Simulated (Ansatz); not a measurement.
# TlBiSe3 (model cell, started as cubic perovskite with Bi in the octahedra): from the cell to its phonons, part 2 of 2

Aim: the phonons of TlBiSe3 (model cell, started as cubic perovskite with Bi in the octahedra) at a cell relaxed beforehand at this level. After the zone centre comes a 2×2×2 q mesh on a 8×8×8 k mesh.

Ansatz 0.2.0; DFT PBEsol, scalar-relativistic, plane waves, PAW; PAW set soft_1.

So far. Step 2 (Zone-centre response): Before it was imposed, the acoustic sum rule was missed by 9.8e-5 eV/Å². Small misses are needed for a sound result but don't prove that mesh and cutoff are converged. The lowest optical mode is imaginary, 72.2i cm⁻¹, so the energy falls along it.

The structure was built from a prototype and need not be the compound's stable phase.

## 3. The dispersion

Stability and thermal properties need the whole zone. Linear response on a 2×2×2 q mesh gives force constants as far as a supercell of that size would.

Contents of input.yaml:

```yaml
crystal:
  lattice:
    - [5.4560481392, 0.0, 0.0]
    - [0.0, 5.4560481392, 0.0]
    - [0.0, 0.0, 5.4560481392]
  atoms:
    - { symbol: Tl, position: [0.0, 0.0, 0.0] }
    - { symbol: Bi, position: [0.5, 0.5, 0.5] }
    - { symbol: Se, position: [0.5, 0.5, 0.0] }
    - { symbol: Se, position: [0.5, 0.0, 0.5] }
    - { symbol: Se, position: [0.0, 0.5, 0.5] }
kpoints:
  mp_grid: { grid: [8, 8, 8] }
hamiltonian:
  xc: pbesol
  pseudopotentials: { kind: paw, azcp: { folder: soft_1 }, xc_functional: pbe }
scf:
  occupations: { method: methfessel_paxton, width: 0.2 }
output:
  eigenvalues: true
phonons:
  method: dfpt
  qmesh: [2, 2, 2]
  temperatures: { t_max: 1000, t_step: 50 }
  qpath:
    path:
      - [[0.0, 0.0, 0.0], [0.0, 0.5, 0.0], [0.5, 0.5, 0.0], [0.0, 0.0, 0.0], [0.5, 0.5, 0.5], [0.0, 0.5, 0.0]]
      - [[0.5, 0.5, 0.5], [0.5, 0.5, 0.0]]
    npoints: 10
```

Run with:

```bash
$ ansatz run input.yaml --threads 4 --pin off --max-ram 16384MiB --backend cpu --events-out ev --progress --plain --runs-dir out
```

Numbers of over 12 decimals in the logs are rounded to 6 here.

The program printed:

```text
[...]
Crystal: 5 atoms, lattice volume = 162.418 Å³
Basis set: ecut = 420 eV, 3191 PW (Γ), exchange–correlation on 80×80×80 points (8 copies of the dense FFT grid, shifted against one another)
Bands: 46, of which v1, the nominal top of the filled ones, is band 38 counted from 1 (37 counted from 0)
Symmetry: 48 space group operations
k-points: 35 of 512
[...]
SCF iter   1: F=—  HF=-39814.899649 eV  |F-HF|=—  |Δ(HF+E_count)|=         —  Δρ=2.93e-2  dr2=2.63e0  ethr=3.10e-3  ⟨swp⟩=6.7  Hψ=6346  notcnv=0
[...]
SCF iter  11: F=-39813.842073 eV  HF=-39813.842073 eV  |F-HF|=1.46e-11  |Δ(HF+E_count)|=  7.28e-12  S|Δr|=    0.00e0  Δρ=5.24e-8  dr2=8.49e-12  ethr=1.00e-12  ⟨swp⟩=13.3  Hψ=9040  notcnv=0
SCF 1 converged in 11 iterations: F = -39813.842073 eV  dr2 = 8.49e-12
[...]
iter 1 solved again at ethr=1.46e-7 eV; its pass at ethr=3.10e-3 eV (dr2=1.11e-4 eV) is discarded
SCF iter   1: F=—  HF=-39813.842076 eV  |F-HF|=—  |Δ(HF+E_count)|=         —  Δρ=5.92e-7  dr2=5.70e-10  ethr=1.46e-7  ⟨swp⟩=3.0  Hψ=10363  notcnv=0
eigensolver tolerance schedule: the retry pair's looser diagonalisation over-reported the residual by 195308.80 of it (diagonalisation noise at an unbounded share of the residual, at the tolerance the schedule requests for it); recorded, not acted on — ethr = c·dr2/N_el stays at c = 1.0e-1
[...]
SCF iter   2: F=—  HF=-39813.842073 eV  |F-HF|=—  |Δ(HF+E_count)|=   3.30e-6  S|Δr|=    0.00e0  Δρ=7.25e-7  dr2=5.26e-10  ethr=1.00e-12  ⟨swp⟩=4.0  Hψ=4504  notcnv=0
[...]
SCF iter   6: F=-39813.842073 eV  HF=-39813.842073 eV  |F-HF|=7.28e-12  |Δ(HF+E_count)|=  1.46e-11  S|Δr|=    0.00e0  Δρ=6.24e-8  dr2=5.61e-12  ethr=1.00e-12  ⟨swp⟩=3.3  Hψ=3687  notcnv=0
SCF 2 converged in 6 iterations: F = -39813.842073 eV  dr2 = 5.61e-12
phonons: the bands overlap, so this run is a metal and interpolates without the dipole-dipole term. If the crystal is really an insulator or semiconductor, its LO-TO splitting is missing
NSCF: frozen V_eff on 35 k-points
WARN: eigensolver did not converge (k=10): 1 band(s) unlocked after 20 sweeps at ethr=1.17e-12 eV (storage-precision floor; scheduled 1.00e-12 eV) (lowest unlocked band 45, counted from 0; max residual 8.23e-6 eV among the unlocked bands, 8.23e-6 eV over every band; other slots of this pass that fall short are told together in one closing line; warning suppressed until the next SCF loop or pass starts)
WARN: eigensolver did not converge in 17 slots of this pass, the one above among them; of largest residual over every band (k=30): 1 band(s) unlocked (lowest unlocked band 45, counted from 0; max residual 5.27e-3 eV among the unlocked bands, 5.27e-3 eV over every band); of lowest unlocked band (k=10): band 45
[...]
DFPT response loops at q = (0, 0, 0) (fractional): preconditioner auto → Kerker (q_TF=auto, 2.404 Å⁻¹) (partly filled bands, converged f_vac=0.042); β = 1.00, the filter's whole step (`scf.mixing.beta` (0.50) is not read by the response loops under this deck's `scf.mixing.preconditioner`; to damp them name `kerker` or `kerker_dos`, under which they read `scf.mixing.beta`, and type it under 1.00, their step now; both keys bind the ground state too); Broyden in place of MSR1
[...]
SCF converged after 11 iterations
[...]
Free energy (F): -39813.842073 eV
[...]
Internal energy: -39813.828238 eV  (E = F + TS)
E sigma→0 (E₀):  -39813.838614 eV
Entropy (-TS):   -0.013835 eV (-2.767 meV/atom)
Fermi energy:    5.802281 eV
[...]
--- Band table (eV; the first three rows and the last of 35) ---
  k-point 0: bands = [... 34 lower, 5.0974, 5.0974, 5.2631, 5.2631, 5.2631, 10.6258, 10.6258, 10.6258, ... 4 higher]
  k-point 1: bands = [... 34 lower, 5.0508, 5.2225, 5.2236, 5.2414, 5.2414, 10.0550, 10.4432, 10.4432, ... 4 higher]
  k-point 2: bands = [... 34 lower, 4.8731, 5.1287, 5.2607, 5.2607, 5.5371, 9.1573, 10.1589, 10.1589, ... 4 higher]
  k-point 34: bands = [... 34 lower, 5.0092, 6.2716, 6.2716, 6.2716, 6.9253, 6.9253, 6.9253, 7.5649, ... 4 higher]
--- Phonons (Γ-DFPT): 4 representative perturbations + reference (Σ response iterations 12) ---
  ASR residual: 9.245e-5 → 0.000e0 eV/Å²; symmetrization residual: 9.279e-5 eV/Å²
  ASR residual per site (eV/Å²): 5.98e-5 6.51e-5 9.24e-5 9.24e-5 9.24e-5
[...]
--- Phonons (arbitrary-q DFPT): 4 irreducible q on the 2×2×2 mesh ---
  q = [0.0000, 0.0000, 0.0000] (star 1, of the zone-centre solve; hermiticity 3.73e-5, symmetrization 3.88e-11): -72.20 -72.20 -72.20 -66.98 -66.98 -66.98 -23.87 -23.87 -23.87 -0.00 0.00 0.00 149.78 149.78 149.78
  q = [0.0000, 0.0000, -0.5000] (star 3, 9 solved perturbations in 975 linear systems a pass and spin channel, the states on 125 of 512 k-point pairs; hermiticity 8.98e-6, symmetrization 1.09e-11): -85.11 -80.39 -74.75 -74.75 -63.11 -63.11 -21.30 -21.30 -20.50 3.50 3.50 107.14 149.17 149.17 173.63
[...]
sum rule: each row above includes the acoustic sum rule's correction from the zone centre's row sums; it moved no ω² by more than (0.56 cm⁻¹)²
  mesh force constants: q→R imaginary residual 1.62e-18; ASR residual 9.245e-5 → 0.000e0 eV/Å²; symmetrization residual 8.882e-15 eV/Å²
  interpolated dispersion: 62 rows × 15 modes
  density of states and harmonic sums: on the 12×12×12 q-mesh, interpolated from the force constants of a 2×2×2 supercell (no non-analytic term)
  largest difference from the sums on the solved wave vectors: F 1.42e-1 eV, S 1.72e-4 and C_V 1.60e-5 eV/K
  zero-point energy: 0.042564 eV/cell   skipped modes (ω ≤ 0): 781, of them read as no rigid motion or as one in doubt: 778 (9.188e0 modes/cell left out, lowest -88.93 cm⁻¹)   left out of the sums: 6.13e-1 of the cell's modes: C_V's classical limit lies that fraction below 3 k_B per atom; for a crystal, a wire or a layer, F and S can be off by more, and a phonons.interpolated_qmesh denser along its periods is the remedy for the sampling
```

It took 8.8 min on 4 threads of Arm Neoverse V2, shared host; peak memory 2.4 GiB.

This step gave:

```yaml
sum_rule_residual_before_enforcement: 9.24e-5 eV/Å²
lowest_frequency_on_the_path: -88.93 cm⁻¹
highest_frequency_on_the_path_or_at_a_solved_wavevector: 177.9 cm⁻¹
lowest_mode_on_the_q_mesh_acoustic_modes_at_gamma_apart: -88.93 cm⁻¹
```

Frequencies (cm⁻¹) solved at each irreducible wavevector; negative means imaginary. Frequencies by wavevector, by row:

```tsv
q in reciprocal lattice units	star	mode 1	mode 2	mode 3	mode 4	mode 13	mode 14	mode 15
0 0 0	1	-72.2	-72.2	-72.2	-67	149.8	149.8	149.8
0 0 -0.5	3	-85.1	-80.4	-74.8	-74.8	149.2	149.2	173.6
0 -0.5 -0.5	3	-88.9	-88.9	-67	-67	149.2	170.2	174.5
-0.5 -0.5 -0.5	1	-81.7	-81.7	-81.7	-53.9	176.1	177.9	177.9
```

Interpolated from a 2×2×2 q mesh. The phonon branches at the labelled points (cm⁻¹):

```tsv
point	branch 1	branch 2	branch 3	branch 4	branch 12	branch 13	branch 14	branch 15
Γ	-72	-72	-72	-67	0	150	150	150
halfway	-77	-76	-72	-72	75	150	150	162
X	-85	-80	-75	-75	107	149	149	174
halfway	-86	-77	-73	-71	107	149	161	173
M	-89	-89	-67	-67	106	149	170	174
halfway	-77	-76	-74	-70	75	149	160	162
Γ	-72	-72	-72	-67	0	150	150	150
halfway	-77	-77	-75	-68	75	161	162	162
R	-82	-82	-82	-54	105	176	178	178
halfway	-80	-79	-78	-66	106	162	163	174
X	-85	-80	-75	-75	107	149	149	174
jump to R	-82	-82	-82	-54	105	176	178	178
halfway	-84	-84	-74	-63	106	164	174	176
M	-89	-89	-67	-67	106	149	170	174
```

Tetrahedra on a 12×12×12 mesh, mean over bins of 5 cm-1. Interpolated from a 2×2×2 q mesh. Table of phonon density of states by wavenumber; read off at these points:

```tsv
wavenumber (cm⁻¹)	phonon density of states (1/cm⁻¹/cell)
-88	0.0348
-72	0.266
-68	0.363
-62	0.111
-48	0
-38	0
-22	0.258
-18	0.342
-12	0
2	0.0134
12	0.0160
28	0.0231
38	0.0176
52	0.0267
62	0.0206
78	0.0309
88	0.0271
102	0.0890
112	0
128	0
138	0
152	0.143
162	0.0839
172	0.133
178	0.0154
```

The partial phonon density of states has structure finer than the step of the table below, so its rows give means over 5 cm⁻¹, whole bins alone (the curve runs from -98.4 to 192 cm⁻¹). Peaks (cm⁻¹: height): Bi -5.1: 0.0164, 29.7: 0.0634, 57.1: 0.0800, 80.9: 0.0849, 97.4: 0.09, 104.7: 0.0939, 150.5: 0.0274; Se -67.3: 0.320, 150.5: 0.114, 172.4: 0.124; Tl -19.7: 0.399.

Phonopy on the run's constants, 11x11x11 mesh, Gaussian sigma 2.1 cm-1. Interpolated from a 2×2×2 q mesh. Table of partial phonon density of states by wavenumber; means over each step; values in 1/cm⁻¹/cell:

```tsv
wavenumber (cm⁻¹)	Bi	Se	Tl
-95	1.5e-5	3.8e-4	5.0e-6
-90	5.9e-4	0.0161	2.4e-4
-85	0.00266	0.0997	0.00192
-80	0.00506	0.172	0.00365
-75	0.00955	0.218	0.00408
-70	0.0108	0.293	0.00397
-65	0.00744	0.238	0.00139
-60	0.00157	0.0762	3.4e-4
-55	1.4e-4	0.0312	8.2e-5
-50	8.6e-6	0.00398	3.4e-6
-45	0	3.2e-5	0
-40	0	0	0
-35	0	0	0
-30	1.0e-4	4.2e-5	0.00183
-25	0.00271	0.00203	0.106
-20	0.00339	0.00827	0.336
-15	3.8e-4	0.00460	0.132
-10	0.00400	0.00254	0.00444
-5	0.0134	0.00780	0.00298
0	0.00779	0.00379	8.1e-4
5	0.00602	0.00201	5.1e-5
10	0.00183	4.6e-4	4.0e-7
15	6.8e-5	1.5e-5	0
20	3.2e-4	1.6e-4	7.7e-6
25	0.0214	0.00962	3.8e-4
30	0.0486	0.0185	4.6e-4
35	0.00738	0.00235	2.9e-5
40	2.7e-5	6.5e-6	0
45	1.3e-6	0	0
50	0.00252	7.5e-4	2.4e-6
55	0.0461	0.0129	5.3e-5
60	0.0364	0.00949	3.2e-5
65	8.0e-4	1.9e-4	0
70	4.3e-5	6.3e-6	0
75	0.0105	0.00179	5.0e-6
80	0.0668	0.0114	3.4e-5
85	0.0159	0.00271	5.4e-6
90	0.00404	3.5e-4	6.0e-7
95	0.0590	0.00545	2.0e-5
100	0.0488	0.00414	1.7e-5
105	0.0725	0.00392	2.0e-5
110	0.0185	0.00112	4.5e-6
115	9.4e-5	5.6e-6	0
120	0	0	0
125	0	0	0
130	0	0	0
135	0	0	0
140	2.0e-5	7.5e-5	0
145	0.00356	0.0144	0
150	0.0214	0.0899	3.7e-6
155	0.0170	0.0867	0
160	0.00934	0.0673	0
165	0.00701	0.0825	0
170	0.00349	0.109	0
175	9.2e-4	0.0784	0
180	5.0e-5	0.00898	0
185	0	8.5e-5	0
190	0	0	0
```

Symmetry leaves 4 wavevectors to solve. The lowest mode among them, the acoustic zeros apart, lies at q = (0, -0.5, -0.5) and is imaginary, 88.9i cm⁻¹, so the energy falls along it.

## 4. Summary of results

| Item | Value |
| --- | --- |
| space group (within 0.01 Å) | Pm-3m |
| volume per atom | 32.5 Å³ |
| electronic character | no gap on this mesh |
| highest optical mode at the zone centre (no LO-TO term) | 150 cm⁻¹ |
| lowest optical zone-centre mode | -72.2 cm⁻¹ |
| lowest mode on the q mesh (acoustic modes at Γ apart) | -88.9 cm⁻¹ |
| highest frequency on the path or at a solved wavevector | 178 cm⁻¹ |
| imaginary modes on the 2×2×2 q mesh | yes |

Modes are clearly imaginary (beyond 10i cm⁻¹) at 4 of the 4 irreducible wavevectors, most at q = (0, -0.5, -0.5) (88.9i cm⁻¹), so this structure is not a minimum of the energy. The optical modes at Γ span -72 to 150 cm⁻¹ (negative means imaginary). The highest mode in this list at Γ, 149.8 cm⁻¹, is mostly motion of Se (78 % of the kinetic energy). With no gap, or one that is small against the smearing, the frequencies hang on the k mesh and the smearing, most of all near Kohn anomalies. Spin-orbit coupling is left out, which can matter for the heavy elements here. The PAW files were made for PBE and serve the other functionals too. A phonon run warned that its eigensolver left some bands unconverged in a pass. The starting cell was built on a prototype and not taken from a measurement, so the phase need not exist. These are harmonic frequencies at zero temperature: anharmonic shifts, linewidths and thermal expansion are left out.

[Logs are printed without paths, hosts, clocks, repeated set-up lines and the standing remarks that a program may print on its own settings, such as how far it seeks lower states.]

[Hosts, paths, dates, database ids (printed as entryN), source tags and the programs' standing remarks are cut or masked in the printed files.]
